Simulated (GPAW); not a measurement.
## 3d dopants in MoSe2: moments across the series

One cation of MoSe2 is replaced by one 3d element after another. What moment does each carry?

Method: PBE; plane waves with GPAW's PAW setups, scalar-relativistic, in GPAW 26.7.0.

**1. The starting structure**

The cell holds 27 atoms: 1 Ti, 18 Se and 8 Mo. Cell: a = 9.867 Å, b = 9.867 Å, c = 16.340 Å, α = 90.0°, β = 90.0°, γ = 120.0°. Model cell: substitutional dopants on the host's lattice, its constants typed without a cited source, atoms not relaxed. Vacuum lies along c.

This is the first member shown.

**2. The first member**

This run shows input and output; the others differ as the table says.

Input file order1.py:

```python
import json
import numpy as np
from ase import Atoms
from ase.parallel import paropen, parprint
from gpaw import GPAW

atoms = Atoms(['Ti', 'Se', 'Se', 'Mo', 'Se', 'Se', 'Mo', 'Se', 'Se', 'Mo', 'Se', 'Se', 'Mo', 'Se', 'Se', 'Mo', 'Se', 'Se', 'Mo', 'Se', 'Se', 'Mo', 'Se', 'Se', 'Mo', 'Se', 'Se'],
    cell=[[9.867, 0.0, 0.0],
         [-4.9335, 8.545073, 0.0],
         [0.0, -0.0, 16.34]],
    scaled_positions=[[0.0, 0.0, 0.5],
         [0.222222, 0.111111, 0.602203],
         [0.222222, 0.111111, 0.397797],
         [0.0, 0.333333, 0.5],
         [0.222222, 0.444444, 0.602203],
         [0.222222, 0.444444, 0.397797],
         [0.0, 0.666667, 0.5],
         [0.222222, 0.777778, 0.602203],
         [0.222222, 0.777778, 0.397797],
         [0.333333, 0.0, 0.5],
         [0.555556, 0.111111, 0.602203],
         [0.555556, 0.111111, 0.397797],
         [0.333333, 0.333333, 0.5],
         [0.555556, 0.444444, 0.602203],
         [0.555556, 0.444444, 0.397797],
         [0.333333, 0.666667, 0.5],
         [0.555556, 0.777778, 0.602203],
         [0.555556, 0.777778, 0.397797],
         [0.666667, 0.0, 0.5],
         [0.888889, 0.111111, 0.602203],
         [0.888889, 0.111111, 0.397797],
         [0.666667, 0.333333, 0.5],
         [0.888889, 0.444444, 0.602203],
         [0.888889, 0.444444, 0.397797],
         [0.666667, 0.666667, 0.5],
         [0.888889, 0.777778, 0.602203],
         [0.888889, 0.777778, 0.397797]],
    pbc=True,
    magmoms=[1.0, 0.0, 0.0, 0.0, 0.0, 0.0, 0.0, 0.0, 0.0, 0.0, 0.0, 0.0, 0.0, 0.0, 0.0, 0.0, 0.0, 0.0, 0.0, 0.0, 0.0, 0.0, 0.0, 0.0, 0.0, 0.0, 0.0])
atoms.calc = GPAW(mode={'name': 'pw', 'ecut': 450},
    xc='PBE',
    kpts={'size': (3, 3, 1), 'gamma': True},
    occupations={'name': 'fermi-dirac', 'width': 0.05},
    convergence={'density': 1e-05, 'energy': 1e-05},
    maxiter=200,
    mixer={'name': 'pulay', 'beta': 0.05, 'nmaxold': 6, 'weight': 50},
    symmetry={'tolerance': 1e-4},
    txt='order1.txt')
e = atoms.get_potential_energy(force_consistent=True)
res = {'free_energy': e, 'energy_sigma0': atoms.get_potential_energy(), 'fermi_energy': atoms.calc.get_fermi_level()}
res['moments'] = atoms.get_magnetic_moments().tolist()
res['total'] = atoms.get_magnetic_moment()
parprint('site moments (muB):', np.round(res['moments'], 3))
parprint(f"total moment: {res['total']:.3f} muB")
parprint(f'free energy: {e:.6f} eV')
atoms.calc.write('order1.gpw')
with paropen('results.json', 'w') as f:
    json.dump(res, f)
```

Launch:

```sh
> OMP_NUM_THREADS=1 mpirun -n 4 gpaw python order1.py > order1.log
```

Numbers of over 12 decimals in the logs are rounded to 6 here.

Output:

```text
site moments (muB): [ 0.001 -0.    -0.     0.     0.     0.     0.     0.     0.     0.
  0.     0.     0.     0.     0.    -0.     0.     0.     0.    -0.
 -0.    -0.     0.     0.     0.    -0.    -0.   ]
total moment: 0.003 muB
free energy: -177.944539 eV

--- order1.txt ---
Input parameters:
  mode=PW(ecut=450),
  convergence={'density': 1e-05, 'energy': 1e-05},
  kpts=MonkhorstPack(size=(3, 3, 1), gamma=True),
  maxiter=200,
  mixer=Pulay(name='pulay', nmaxold=6, beta=0.05, weight=50, sigma=0.015, g_ss=None),
  occupations=Occupations(name='fermi-dirac', width=0.05),
  symmetry=Symmetry(tolerance=0.0001),
  xc=XC(name='PBE')

Diagonalizing LCAO Hamiltonian
Converting LCAO to pw mode

                Se      Se      Se

           Mo     Seo     Seo     Se

             Mo Se  Seo Se  Seo Se  Se

               Ti Se   Mo Se   Mo Se

                    Se      Se      Se

Atoms  # Å, Bohr magnetons
|    | symbol |         x |        y |        z |    initial magnetic moments |
|----|--------|-----------|----------|----------|-----------------------------|
|  0 |     Ti |  0.000000 | 0.000000 | 8.170000 | ( 0.0000,  0.0000,  1.0000) |
|  1 |     Se |  1.644498 | 0.949452 | 9.839997 | ( 0.0000,  0.0000,  0.0000) |
|  2 |     Se |  1.644498 | 0.949452 | 6.500003 | ( 0.0000,  0.0000,  0.0000) |
|  3 |     Mo | -1.644498 | 2.848355 | 8.170000 | ( 0.0000,  0.0000,  0.0000) |
|  4 |     Se |  0.000000 | 3.797806 | 9.839997 | ( 0.0000,  0.0000,  0.0000) |
|  5 |     Se |  0.000000 | 3.797806 | 6.500003 | ( 0.0000,  0.0000,  0.0000) |
|  6 |     Mo | -3.289002 | 5.696718 | 8.170000 | ( 0.0000,  0.0000,  0.0000) |
[...]
Zero:             -3.160589
  External:          0.000000
  Xc:             -138.154256
  Entropy:          -0.133631
  Spinorbit:         0.000000
  ----------------------------
  Free energy:    -177.944539
  Extrapolated:   -177.877723

dipole moment: (-14.063179, -113.183474, 0.001097)  # |e|*Ang

Total magnetic moment: (0.000000, 0.000000, 0.003250)

Local magnetic moments
|        x |        y |         z |
|----------|----------|-----------|
| 0.000000 | 0.000000 |  0.000759 |  # Ti   0
| 0.000000 | 0.000000 | -0.000015 |  # Se   1
| 0.000000 | 0.000000 | -0.000015 |  # Se   2
| 0.000000 | 0.000000 |  0.000322 |  # Mo   3
| 0.000000 | 0.000000 |  0.000011 |  # Se   4
[...]
| 0.000000 | 0.000000 |  0.000004 |  # Se  23
| 0.000000 | 0.000000 |  0.000322 |  # Mo  24
| 0.000000 | 0.000000 | -0.000015 |  # Se  25
| 0.000000 | 0.000000 | -0.000015 |  # Se  26

Fermi level: -0.129
Eigenvalues  # (at kpt = [0.000, 0.000, 0.000])
| band index |      eig [eV] | occ [0-1] |      eig [eV] | occ [0-1] |
|------------|---------------|-----------|---------------|-----------|
|          0 |       -61.073 |     1.000 |       -61.073 |     1.000 |
|        ... |               |           |               |           |
|        107 |        -1.132 |     1.000 |        -1.132 |     1.000 |
|        108 |        -1.057 |     1.000 |        -1.057 |     1.000 |
|        109 |        -0.958 |     1.000 |        -0.958 |     1.000 |
|        110 |        -0.958 |     1.000 |        -0.958 |     1.000 |
[...]
|        120 |         1.769 |     0.000 |         1.769 |     0.000 |
|        121 |         1.769 |     0.000 |         1.769 |     0.000 |
|        122 |         1.785 |     0.000 |         1.785 |     0.000 |
|        ... |               |           |               |           |
|        143 |         3.102 |     0.000 |         3.102 |     0.000 |

No gap
No difference between direct/indirect transitions


[key lines of the parts left out:]
Converged in 51 steps
```

Wall time 6.2 min (4 MPI ranks of AMD EPYC 9B45 (Zen 5), shared host); peak memory 2.4 GiB; 25 min of CPU time.

After 51 cycles the seed has died away: no moment is left.

**3. The series**

All use a 3×3×1 mesh. Each dopant starts with a moment; a run without spin polarisation gives the energy that the moment gains.

```csv
dopant,moment in its sphere (μB),net moment (μB a cell),largest moment elsewhere (μB),gain by spin polarisation (meV)
Ti,+0.00,0.00,+0.00,-0
V,-0.00,0.00,-0.00,-0
Cr,-0.00,0.00,+0.00,-0
Mn,+1.65,1.00,-0.04,142
Fe,+2.00,2.00,+0.01,234
Cu,+0.00,0.01,+0.00,0
```

**4. Summary of results**

```
largest net moment                  : 2.00 μB (Fe)
within 0.02 of a whole number of μB : Mn 1.00, Fe 2.00
no settled moment                   : Ti, V, Cr, Cu
```

What this shows: The net moment is largest for Fe, 2.00 μB, and vanishes or is a mere residue for Ti, V, Cr and Cu. Mn and Fe give a whole number of μB, as a fixed count of unpaired electrons does. Each dopant had one start, so another spin state can lie lower; in so small a cell the dopant levels widen into bands, and with the smearing this can quench a moment. The atoms were not relaxed, which can shift moments and couplings. Trends hold for the rows shown; the series may have further members. Spin–orbit coupling is left out.

[Logs and program files are shortened in this print: banners, set-up blocks, solver, clock and traceback lines can be left out without a mark of their own.]

[Logs are printed without paths, hosts, clocks, repeated set-up lines and the standing remarks that a program may print on its own settings, such as how far it seeks lower states.]

[Hosts, paths, dates, database ids (printed as entryN), source tags and the programs' standing remarks are cut or masked in the printed files.]

[Where a cell is said to come from a database of computed structures, the database is the Materials Project.]
